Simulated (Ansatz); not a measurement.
# linear Ti chain under tension and compression

Aim: how do moment and conductance of the linear Ti chain follow its length?

Calculated with Ansatz 0.2.0; DFT LDA, plane waves, PAW; relaxation of a chain's period, in the first sound run; inputs show where later runs differ.

## Step 1: Set-up

The cell holds 1 atom: 1 Ti. Cell: a = 7.500 Å, b = 7.500 Å, c = 2.976 Å, α = 90.0°, β = 90.0°, γ = 90.0°. Vacuum lies along a and b. The structure's axis is c.

## Step 2: Relaxing the period

Band widths follow the bond lengths, so the chain is relaxed first. The atoms and the third cell vector are free; the box across stays fixed as vacuum. Moments are seeded so that a magnetic state can form if it lies lower. A Fermi-Dirac smearing is set since the result may be a metal. The pressure printed is a third of the stress's trace over the whole box, vacuum included; only the stress along the axis is relaxed.

Contents of input.yaml:

```yaml
crystal:
  lattice:
    - [7.5, 0.0, 0.0]
    - [0.0, 7.5, 0.0]
    - [0.0, 0.0, 2.976]
  atoms:
    - { symbol: Ti, position: [0.5, 0.5, 0.0], spin: 2.0 }
magnetization:
  spin_polarized: true
kpoints:
  mp_grid: { grid: [1, 1, 27] }
scf:
  occupations: { method: fermi_dirac, width: 0.05 }
hamiltonian:
  xc: lda
relax:
  cell: { fix: [a, b, alpha, beta, gamma] }
  max_steps: 60
```

Run with:

```bash
$ ansatz run input.yaml --threads 4 --pin off --max-ram 8192MiB --backend cpu --events-out ev --progress --plain --runs-dir out
```

Numbers of over 12 decimals in the logs are rounded to 6 here.

Log:

```text
Engine: ansatz 0.2.0, x86_64-unknown-linux-gnu
Pseudopotentials: kind: paw
Pseudopotential: Ti, paw, valence charge 12, recommended cutoff 420 eV (normal), Ti.paw.azcp
Functional definition: SPW92
  exchange = slater_x
  correlation = pw_c
Crystal: 1 atoms, lattice volume = 167.400 Å³
Basis set: ecut = 420 eV, 3265 PW (Γ)
Bands: 11, of which v1, the nominal top of the filled ones, is band 6 counted from 1 (5 counted from 0)
Symmetry: 16 space group operations
Space group: P4/mmm (ITA 123), of the structure as read, at distance tolerance 5.5e-5 Å
Magnetic group: BNS 123.339 (UNI 999), of the structure as read, at distance tolerance 5.5e-5 Å
k-points: 14 of 27
Non-local potential: Ti, projectors of the file, l = 0: 3, l = 1: 2, l = 2: 3, l = 3: 1
PAW form: soft (Blöchl's): semilocal exchange-correlation on the pseudo side does not see the compensation charge
PAW frozen core: Ti, regenerated for the run's functional, and the local potential with it (the file was generated under x = pbe(κ = 0.804, μ = 0.219515), c = pbe(β = 0.066725))
PAW one-centre angular grid: Ti, 590 points (default); XC on 64 Gauss nodes
Initial density: superposition of atomic densities (neutral atoms: chi_scale 0, normalization atom)
Starting moments: Σ|m| = 2 μB on 1 of 1 site
Initial wavefunctions: pseudopotential atomic-orbital guess
Functional: x = slater, c = lda
SCF iter   1: F=—  HF=-2445.545401 eV  |F-HF|=—  |Δ(HF+E_count)|=         —  Δρ=1.22e-2 (↑1.22e-2 ↓6.06e-3)  dr2=1.01e0  dr2_m=4.43e-2  M=2.549 μB ∫|m|=2.549 μB  β_m=0.30  ethr=3.10e-3  ⟨swp⟩=5.4  Hψ=1776  notcnv=0
Mixer restart at iter 1: flushing history
preconditioner: auto → LDOS  [metal: Δε(μ)=0.030 eV  Ē_g=2.223 eV  σ=0.050 eV  W_gap=0.15  n_scr=12 (ndim 8)  ℏωp=5.7 eV  f_vac=0.556  D(μ)=5.32/eV (n_scr^D=34)]
spin=Collinear: LDOS preconditioning applied to the charge; magnetization (m = ρ↑ − ρ↓) channel mixes plain (no charge-response kernel on spin).
SCF iter   2: F=—  HF=-2445.628726 eV  |F-HF|=—  |Δ(HF+E_count)|=   8.33e-2  Δρ=8.20e-3 (↑8.20e-3 ↓4.09e-3)  dr2=4.35e-1  dr2_m=2.75e-2  M=2.659 μB ∫|m|=2.659 μB  β_m=0.57  ethr=3.10e-3  ⟨swp⟩=2.2  Hψ=650  notcnv=0  defer=1
SCF iter   3: F=—  HF=-2445.808480 eV  |F-HF|=—  |Δ(HF+E_count)|=   1.80e-1  Δρ=1.95e-3 (↑1.95e-3 ↓1.34e-3)  dr2=8.69e-3  dr2_m=1.52e-3  M=2.820 μB ∫|m|=2.820 μB  β_m=0.70  ethr=3.10e-3  ⟨swp⟩=2.5  Hψ=603  notcnv=0
SCF iter   4: F=—  HF=-2445.826573 eV  |F-HF|=—  |Δ(HF+E_count)|=         —  Δρ=6.53e-4 (↑6.53e-4 ↓5.53e-4)  dr2=7.39e-4  dr2_m=3.04e-4  M=2.878 μB ∫|m|=2.878 μB  β_m=0.70  ethr=7.24e-5  ⟨swp⟩=2.4  Hψ=589  notcnv=0
Mixer restart at iter 4: flushing history
SCF iter   5: F=—  HF=-2445.828124 eV  |F-HF|=—  |Δ(HF+E_count)|=   1.55e-3  Δρ=2.94e-4 (↑2.94e-4 ↓2.34e-4)  dr2=1.68e-4  dr2_m=5.02e-5  M=2.885 μB ∫|m|=2.885 μB  β_m=0.85  ethr=6.16e-6  ⟨swp⟩=1.8  Hψ=372  notcnv=0
SCF iter   6: F=—  HF=-2445.828444 eV  |F-HF|=—  |Δ(HF+E_count)|=   3.20e-4  Δρ=3.62e-5 (↑3.62e-5 ↓3.28e-5)  dr2=2.16e-6  dr2_m=1.19e-6  M=2.888 μB ∫|m|=2.888 μB  β_m=0.93  ethr=1.40e-6  ⟨swp⟩=2.5  Hψ=415  notcnv=0
SCF iter   7: F=—  HF=-2445.828448 eV  |F-HF|=—  |Δ(HF+E_count)|=   3.98e-6  Δρ=5.85e-6 (↑5.59e-6 ↓5.85e-6)  dr2=2.61e-7  dr2_m=1.80e-8  M=2.887 μB ∫|m|=2.887 μB  β_m=0.92  ethr=1.80e-8  ⟨swp⟩=2.5  Hψ=480  notcnv=0
SCF iter   8: F=—  HF=-2445.828448 eV  |F-HF|=—  |Δ(HF+E_count)|=   3.50e-8  Δρ=3.81e-6 (↑3.81e-6 ↓3.06e-6)  dr2=8.61e-8  dr2_m=3.27e-9  M=2.887 μB ∫|m|=2.887 μB  β_m=0.93  ethr=2.18e-9  ⟨swp⟩=2.3  Hψ=465  notcnv=0
SCF iter   9: F=-2445.828448 eV  HF=-2445.828448 eV  |F-HF|=8.72e-9  |Δ(HF+E_count)|=   2.94e-9  Δρ=2.89e-6 (↑2.89e-6 ↓6.07e-7)  dr2=1.06e-8  dr2_m=4.33e-9  M=2.887 μB ∫|m|=2.887 μB  ethr=7.17e-10  ⟨swp⟩=1.5  Hψ=998  notcnv=0
SCF 1 converged in 9 iterations: F = -2445.828448 eV  dr2 = 1.06e-8
  greatest PAW one-centre occupation: 0.999 electrons in one spin orbital (limit 2), on the Ti atom at site 0 (counted from 0), in its partial waves of l = 0
relax step   1: F+E_penalty+E_count = -2445.82844800 eV  Δ(F+E_penalty+E_count) = +0.000e0 eV  max|allowed force component| = 0.000e0 eV/Å  Δτ_max = 0.0000 Å  P = -1.169 GPa  Ω = 167.400 Å³  fix = [a, b, alpha, beta, gamma]  reactions: a -0.328, b -0.328 GPa  (9 SCF iters, dr2 threshold 1.00e-7 eV, accepted)
Crystal: 1 atoms, lattice volume = 159.357 Å³
Basis set: ecut = 420 eV, 3129 PW (Γ)
Initial density: handed on by an earlier stage of this run
Starting moments: Σ|m| = 2 μB on 1 of 1 site; this step starts from the density that it was given
Initial wavefunctions: those handed on with the density
iter 1 solved again at ethr=7.72e-5 eV; its pass at ethr=3.10e-3 eV (dr2=9.27e-3 eV) is discarded
SCF iter   1: F=—  HF=-2445.959205 eV  |F-HF|=—  |Δ(HF+E_count)|=         —  Δρ=1.55e-3 (↑1.55e-3 ↓7.98e-4)  dr2=9.98e-3  dr2_m=1.05e-3  M=2.888 μB ∫|m|=2.888 μB  β_m=0.30  ethr=7.72e-5  ⟨swp⟩=1.3  Hψ=2213  notcnv=0
preconditioner: auto → LDOS  [metal: Δε(μ)=0.016 eV  Ē_g=2.557 eV  σ=0.050 eV  W_gap=0.08  n_scr=12 (ndim 8)  ℏωp=5.9 eV  f_vac=0.582  D(μ)=3.72/eV (n_scr^D=20)]
spin=Collinear: LDOS preconditioning applied to the charge; magnetization (m = ρ↑ − ρ↓) channel mixes plain (no charge-response kernel on spin).
SCF iter   2: F=—  HF=-2445.959228 eV  |F-HF|=—  |Δ(HF+E_count)|=   2.28e-5  Δρ=1.12e-3 (↑1.12e-3 ↓5.11e-4)  dr2=4.47e-3  dr2_m=5.74e-4  M=2.889 μB ∫|m|=2.889 μB  β_m=0.60  ethr=7.72e-5  ⟨swp⟩=1.0  Hψ=308  notcnv=0
SCF iter   3: F=—  HF=-2445.959148 eV  |F-HF|=—  |Δ(HF+E_count)|=   7.96e-5  Δρ=2.44e-4 (↑2.44e-4 ↓1.65e-4)  dr2=8.54e-5  dr2_m=1.68e-5  M=2.895 μB ∫|m|=2.895 μB  β_m=0.70  ethr=3.72e-5  ⟨swp⟩=2.0  Hψ=438  notcnv=0
SCF iter   4: F=—  HF=-2445.959219 eV  |F-HF|=—  |Δ(HF+E_count)|=   7.03e-5  Δρ=7.03e-5 (↑7.03e-5 ↓5.73e-5)  dr2=1.34e-5  dr2_m=6.78e-7  M=2.895 μB ∫|m|=2.895 μB  β_m=0.75  ethr=7.12e-7  ⟨swp⟩=1.9  Hψ=368  notcnv=0
SCF iter   5: F=—  HF=-2445.959229 eV  |F-HF|=—  |Δ(HF+E_count)|=   1.04e-5  Δρ=1.77e-5 (↑1.77e-5 ↓1.11e-5)  dr2=4.65e-7  dr2_m=1.30e-7  M=2.896 μB ∫|m|=2.896 μB  β_m=0.78  ethr=1.12e-7  ⟨swp⟩=2.4  Hψ=408  notcnv=0
SCF iter   6: F=—  HF=-2445.959230 eV  |F-HF|=—  |Δ(HF+E_count)|=   6.25e-7  Δρ=4.34e-6 (↑4.34e-6 ↓3.01e-6)  dr2=1.03e-7  dr2_m=5.21e-9  M=2.896 μB ∫|m|=2.896 μB  β_m=0.83  ethr=3.88e-9  ⟨swp⟩=2.0  Hψ=386  notcnv=0
SCF iter   7: F=-2445.959230 eV  HF=-2445.959230 eV  |F-HF|=2.83e-8  |Δ(HF+E_count)|=   2.17e-8  Δρ=2.92e-6 (↑2.92e-6 ↓1.32e-6)  dr2=3.72e-8  dr2_m=1.48e-9  M=2.896 μB ∫|m|=2.896 μB  ethr=8.33e-10  ⟨swp⟩=2.1  Hψ=882  notcnv=0
SCF 2 converged in 7 iterations: F = -2445.959230 eV  dr2 = 3.72e-8
[...]
relax step   4: F+E_penalty+E_count = -2446.11595881 eV  Δ(F+E_penalty+E_count) = -5.992e-2 eV  max|allowed force component| = 0.000e0 eV/Å  Δτ_max = 0.0000 Å  P = -1.469 GPa  Ω = 143.036 Å³  energy of the carried Pulay correction = +3.463e-4 eV  fix = [a, b, alpha, beta, gamma]  reactions: a -0.382, b -0.382 GPa  (14 SCF iters, dr2 threshold 1.00e-7 eV, accepted)
[...]
relax step   5: F+E_penalty+E_count = -2446.30360246 eV  Δ(F+E_penalty+E_count) = -1.876e-1 eV  max|allowed force component| = 0.000e0 eV/Å  Δτ_max = 0.0000 Å  P = -1.433 GPa  Ω = 134.875 Å³  energy of the carried Pulay correction = +4.712e-4 eV  fix = [a, b, alpha, beta, gamma]  reactions: a -0.401, b -0.401 GPa  (10 SCF iters, dr2 threshold 1.00e-7 eV, accepted)
[...]
relax step   6: F+E_penalty+E_count = -2446.45439724 eV  Δ(F+E_penalty+E_count) = -1.508e-1 eV  max|allowed force component| = 0.000e0 eV/Å  Δτ_max = 0.0000 Å  P = -1.012 GPa  Ω = 126.714 Å³  energy of the carried Pulay correction = +6.012e-4 eV  fix = [a, b, alpha, beta, gamma]  reactions: a -0.419, b -0.419 GPa  (11 SCF iters, dr2 threshold 1.00e-7 eV, accepted)
[...]
relax step   7: F+E_penalty+E_count = -2446.50567790 eV  Δ(F+E_penalty+E_count) = -5.128e-2 eV  max|allowed force component| = 0.000e0 eV/Å  Δτ_max = 0.0000 Å  P = -0.160 GPa  Ω = 118.554 Å³  energy of the carried Pulay correction = +7.369e-4 eV  fix = [a, b, alpha, beta, gamma]  reactions: a -0.431, b -0.431 GPa  (9 SCF iters, dr2 threshold 1.00e-7 eV, accepted)
[...]
relax step   8: F+E_penalty+E_count = -2446.50686720 eV  Δ(F+E_penalty+E_count) = -1.189e-3 eV  max|allowed force component| = 0.000e0 eV/Å  Δτ_max = 0.0000 Å  P = -0.306 GPa  Ω = 119.760 Å³  energy of the carried Pulay correction = +7.165e-4 eV  fix = [a, b, alpha, beta, gamma]  reactions: a -0.430, b -0.430 GPa  (9 SCF iters, dr2 threshold 1.00e-7 eV, accepted)
[...]
relax step   9: F+E_penalty+E_count = -2446.50689813 eV  Δ(F+E_penalty+E_count) = -3.093e-5 eV  max|allowed force component| = 0.000e0 eV/Å  Δτ_max = 0.0000 Å  P = -0.287 GPa  Ω = 119.603 Å³  energy of the carried Pulay correction = +7.191e-4 eV  fix = [a, b, alpha, beta, gamma]  reactions: a -0.430, b -0.430 GPa  (9 SCF iters, dr2 threshold 8.13e-9 eV, accepted)
Initial wavefunctions: pseudopotential atomic-orbital guess (no wavefunctions were taken with the density)
iter 1 solved again at ethr=3.50e-7 eV; its pass at ethr=3.10e-3 eV (dr2=4.20e-5 eV) is discarded
SCF iter   1: F=—  HF=-2446.506059 eV  |F-HF|=—  |Δ(HF+E_count)|=         —  Δρ=8.73e-5 (↑6.33e-5 ↓8.73e-5)  dr2=1.13e-5  dr2_m=1.40e-6  M=0.669 μB ∫|m|=0.669 μB  β_m=0.65  ethr=3.50e-7  ⟨swp⟩=3.1  Hψ=2686  notcnv=0
preconditioner: auto → LDOS  [metal: Δε(μ)=0.034 eV  Ē_g=3.516 eV  σ=0.050 eV  W_gap=0.17  n_scr=8 (ndim 8)  ℏωp=6.8 eV  f_vac=0.601  D(μ)=2.60/eV (n_scr^D=20)]
spin=Collinear: LDOS preconditioning applied to the charge; magnetization (m = ρ↑ − ρ↓) channel mixes plain (no charge-response kernel on spin).
SCF iter   2: F=—  HF=-2446.506060 eV  |F-HF|=—  |Δ(HF+E_count)|=   7.49e-7  Δρ=2.93e-5 (↑2.93e-5 ↓2.50e-5)  dr2=2.96e-6  dr2_m=3.40e-8  M=0.670 μB ∫|m|=0.670 μB  β_m=0.47  ethr=9.42e-8  ⟨swp⟩=1.1  Hψ=314  notcnv=0
SCF iter   3: F=—  HF=-2446.506060 eV  |F-HF|=—  |Δ(HF+E_count)|=   3.75e-7  Δρ=1.89e-5 (↑1.89e-5 ↓1.53e-5)  dr2=1.13e-6  dr2_m=1.11e-7  M=0.670 μB ∫|m|=0.670 μB  β_m=0.74  ethr=2.47e-8  ⟨swp⟩=1.0  Hψ=308  notcnv=0
SCF iter   4: F=—  HF=-2446.506060 eV  |F-HF|=—  |Δ(HF+E_count)|=   6.64e-8  Δρ=7.46e-6 (↑6.62e-6 ↓7.46e-6)  dr2=2.20e-8  dr2_m=4.81e-8  M=0.671 μB ∫|m|=0.671 μB  β_m=0.77  ethr=9.40e-9  ⟨swp⟩=1.4  Hψ=335  notcnv=0
SCF iter   5: F=—  HF=-2446.506061 eV  |F-HF|=—  |Δ(HF+E_count)|=   4.16e-9  Δρ=1.05e-6 (↑9.64e-7 ↓1.05e-6)  dr2=9.13e-10  dr2_m=7.95e-10  M=0.671 μB ∫|m|=0.671 μB  β_m=0.88  ethr=1.84e-10  ⟨swp⟩=2.2  Hψ=448  notcnv=0
SCF iter   6: F=—  HF=-2446.506061 eV  |F-HF|=—  |Δ(HF+E_count)|=   1.10e-9  Δρ=5.32e-7 (↑5.32e-7 ↓4.62e-7)  dr2=9.84e-11  dr2_m=2.41e-10  M=0.671 μB ∫|m|=0.671 μB  β_m=0.76  ethr=7.61e-12  ⟨swp⟩=2.3  Hψ=418  notcnv=0
SCF iter   7: F=—  HF=-2446.506061 eV  |F-HF|=—  |Δ(HF+E_count)|=  3.05e-11  Δρ=1.62e-7 (↑1.62e-7 ↓1.59e-7)  dr2=7.51e-12  dr2_m=2.46e-11  M=0.671 μB ∫|m|=0.671 μB  β_m=0.86  ethr=1.00e-12  ⟨swp⟩=1.9  Hψ=406  notcnv=0
SCF iter   8: F=—  HF=-2446.506061 eV  |F-HF|=—  |Δ(HF+E_count)|=  1.73e-11  Δρ=4.59e-8 (↑4.59e-8 ↓1.99e-8)  dr2=4.23e-12  dr2_m=3.65e-13  M=0.671 μB ∫|m|=0.671 μB  β_m=0.59  ethr=1.00e-12  ⟨swp⟩=1.2  Hψ=314  notcnv=0
SCF iter   9: F=-2446.506061 eV  HF=-2446.506061 eV  |F-HF|=1.36e-12  |Δ(HF+E_count)|=  1.36e-12  Δρ=7.49e-9 (↑7.49e-9 ↓6.45e-9)  dr2=5.37e-14  dr2_m=3.40e-14  M=0.671 μB ∫|m|=0.671 μB  ethr=1.00e-12  ⟨swp⟩=3.8  Hψ=1107  notcnv=0
SCF 10 converged in 9 iterations: F = -2446.506061 eV  dr2 = 5.37e-14
relax step  10: F+E_penalty+E_count = -2446.50606050 eV  Δ(F+E_penalty+E_count) = +8.376e-4 eV  max|allowed force component| = 0.000e0 eV/Å  Δτ_max = 0.0000 Å  P = -0.286 GPa  Ω = 119.603 Å³  fix = [a, b, alpha, beta, gamma]  reactions: a -0.430, b -0.430 GPa  stress off target by 2.56e-3 GPa on what of the cell is left free  SCF on the basis re-selected at this cell (its energy is not comparable with the rows above)  (9 SCF iters)
basis re-selected at this cell: Δ(F+E_penalty+E_count) = +8.376e-4 eV, ΔP = +0.001 GPa vs the last step (what re-selecting the basis moved, of the pressure what is left beyond the Pulay correction that the steps carried, after the strain that the cell walked since its last selection, with what the two solves' SCF thresholds leave and, on support functions, any second-order correction that the steps lacked; it is no measure of the basis error at this ecutwfc). The dense FFT grid was sized anew with the basis: this SCF ran on 54×54×15 points, the steps before it on 54×54×20, so part of this shift can come from that change (see relax.cell in the input reference). [rest of the remark cut]
SCF converged after 9 iterations
Magnetization: 0.6709 μB (6.3355 up, 5.6645 down)
Absolute magnetization: 0.6713 μB (∫|ρ↑−ρ↓|, with the PAW one-centre terms)
Spin contamination: 0.0003 ħ² per cell (⟨S²⟩ above its minimum at these occupations)
Per-site moments (μB) at R_I (Å): [(0.358056, 0.877092)]
Free energy (F): -2446.506061 eV
Harris-Foulkes:  -2446.506061 eV  (|F-HF|=1.36e-12)
Internal energy: -2446.484805 eV  (E = F + TS)
E sigma→0 (E₀):  -2446.495433 eV
Entropy (-TS):   -0.021256 eV (-21.256 meV/atom)
Fermi energy:    -1.235933 eV
--- Per-component energies (eV) ---
  E_band       = -325.873731
  E_kinetic    = 276.583511
  E_local      = -2641.082326  (includes V_loc(G=0)·N_el)
  E_nonlocal   = 18.209623
  E_hartree    = 1158.246597
  E_xc         = -94.154839
  E_vxc        = -118.410724  (∫ρ·V_xc dr)
  E_paw        = -1002.791884  (= ΣΔE_a)
  E_vpaw       = -177.667108  (= ΣTr[D̂ρ^β])
  E_aug_tail   = 0.000101  (compensation charges beyond the density's cutoff)
  E_ewald      = -161.821538
  E_core_change = 0.325950  (= ΣΔE_core)
  E_smearing   = -0.021256  (= −TS)
  E_closure    = -0.000000  (closes the sum)
  Σ components = -2446.506061   (vs F -2446.506061, Δ=0.00e0)
--- Forces (eV/Å), atoms counted from 1 ---
  atom   1  Ti     0.00000000    -0.00000000     0.00000000
  max |Σ_I F_I| component: 2.52e-29 eV/Å
--- Stress (GPa, compression-positive) ---
       -0.430249       0.000000       0.000000
        0.000000      -0.430249       0.000000
        0.000000       0.000000       0.002557
  P = ⅓ Tr σ = -0.2860 GPa (-2.860 kbar)
--- Relaxed structure (9 steps of the walk, 9 accepted, 1 SCFs on fresh bases) ---
  F+E_penalty+E_count = -2446.50606050 eV   max|allowed force component| = 0.000e0 eV/Å   (the final SCF, on the basis selected at the relaxed cell)
  cell:  # Å, volume = 119.6034 Å³
    - [7.5, 0.0, 0.0]
    - [0.0, 7.5, 0.0]
    - [0.0, 0.0, 2.126283]
  atoms:
    - { symbol: Ti, position: [0.5, 0.5, 0.0] }
```

The job ended after 31 s (4 threads of AMD EPYC 7R43, shared host; peak memory 0.43 GiB).

Step by step:

```tsv
step	energy less that of the first step (eV)	largest force component (eV/Å)	pressure (GPa)	volume (Å³)
1	0.0000	0.0000	-1.17	167.40
2	-0.1308	0.0000	-0.99	159.36
3	-0.2276	0.0000	-0.68	151.20
4	-0.2875	0.0000	-1.47	143.04
5	-0.4752	0.0000	-1.43	134.88
6	-0.6259	0.0000	-1.01	126.71
7	-0.6772	0.0000	-0.16	118.55
8	-0.6784	0.0000	-0.31	119.76
9	-0.6784	0.0000	-0.29	119.60
10*	-0.6776	0.0000	-0.29	119.60
```

Relaxation steps marked * repeat the geometry before them on a plane-wave basis chosen anew for their cell, so energy and pressure can jump there.

```tsv
cell as run	before	after	change
c (Å)	2.976	2.126	-28.6 %
```

The relaxed structure:

```xyz
1
Lattice="7.5000 0.0000 0.0000 0.0000 7.5000 0.0000 0.0000 0.0000 2.1263" Properties=species:S:1:pos:R:3
Ti    3.7500    3.7500    0.0000
```

Numbers from this step:

```
energy at zero smearing    : -2446.4954 eV
total moment               : 0.6709 μB
absolute moment            : 0.6713 μB
cell length along the wire : 2.126 Å
```

Site moment by atom:

```tsv
atom	site moment (μB)
Ti1	0.358
```

The cell's length comes to 2.126 Å with an absolute moment of 0.67 μB a cell. That is -29 % against the start, more than a small adjustment.

The cell shrank by 28.6 % in its periodic edges.

[end of part 1 of 3]

[Logs are printed without paths, hosts, clocks, repeated set-up lines and the standing remarks that a program may print on its own settings, such as how far it seeks lower states.]

[Hosts, paths, dates, database ids (printed as entryN), source tags and the programs' standing remarks are cut or masked in the printed files.]
